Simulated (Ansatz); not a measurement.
Planning a run of Ansatz 0.2.0 on BaSrInSbO6 (I-4m2). The input:

```yaml
crystal:
  lattice:
    - [0.0, 4.3281909424, 4.16172206]
    - [4.3281909424, 0.0, 4.16172206]
    - [4.3281909424, 4.3281909424, 0.0]
  atoms:
    - { symbol: Ba, position: [0.25, 0.25, 0.25] }
    - { symbol: Sr, position: [0.75, 0.75, 0.75] }
    - { symbol: In, position: [0.0, 0.0, 0.0] }
    - { symbol: Sb, position: [0.5, 0.5, 0.5] }
    - { symbol: O, position: [0.740741268, 0.259258732, 0.259258732] }
    - { symbol: O, position: [0.259258732, 0.740741268, 0.740741268] }
    - { symbol: O, position: [0.740741268, 0.740741268, 0.259258732] }
    - { symbol: O, position: [0.259258732, 0.259258732, 0.740741268] }
    - { symbol: O, position: [0.259258732, 0.740741268, 0.259258732] }
    - { symbol: O, position: [0.740741268, 0.259258732, 0.740741268] }
kpoints:
  mp_grid: { grid: [4, 4, 4] }
hamiltonian:
  xc: pbe
  pseudopotentials: { kind: paw, azcp: { folder: soft_1 } }
scf:
  occupations: { method: fermi_dirac, width: 0.02 }
relax:
  f_tol: 0.01
output:
  write_density: true
  write_potential: true
  elf: true
  volumetric_format: npy
```

```sh
ansatz run input.yaml --threads 2 --pin off --max-ram 92160MiB --backend cuda --events-out ev --progress --plain --runs-dir out --devices 1 --max-vram 13GiB
```

Estimate wall time and host memory on 1 × NVIDIA H100 80GB HBM3 (shared by 6 runs) with 2 threads of AMD EPYC 7R13 (Zen 3), shared host.

It took 19 s; on shared hardware allow 9.7 s to 39 s. Peak host memory was 1.1 GiB. The sizes that set the cost: 3045 plane waves a state, 13 irreducible k points and 28 SCF cycles.

[Paths, hosts, dates, memory and timing lines, banners, echoed tables and standing remarks are left out of the program output.]

[Logs are printed without paths, hosts, clocks, repeated set-up lines and the standing remarks that a program may print on its own settings, such as how far it seeks lower states.]

[Runs of the session that timed out or met a known fault of the program may be left out.]

[Cells called generated may have been cut or substituted from an entry of the Crystallography Open Database or the Materials Project.]

[Hosts, paths, dates, database ids (printed as entryN), source tags and the programs' standing remarks are cut or masked in the printed files.]
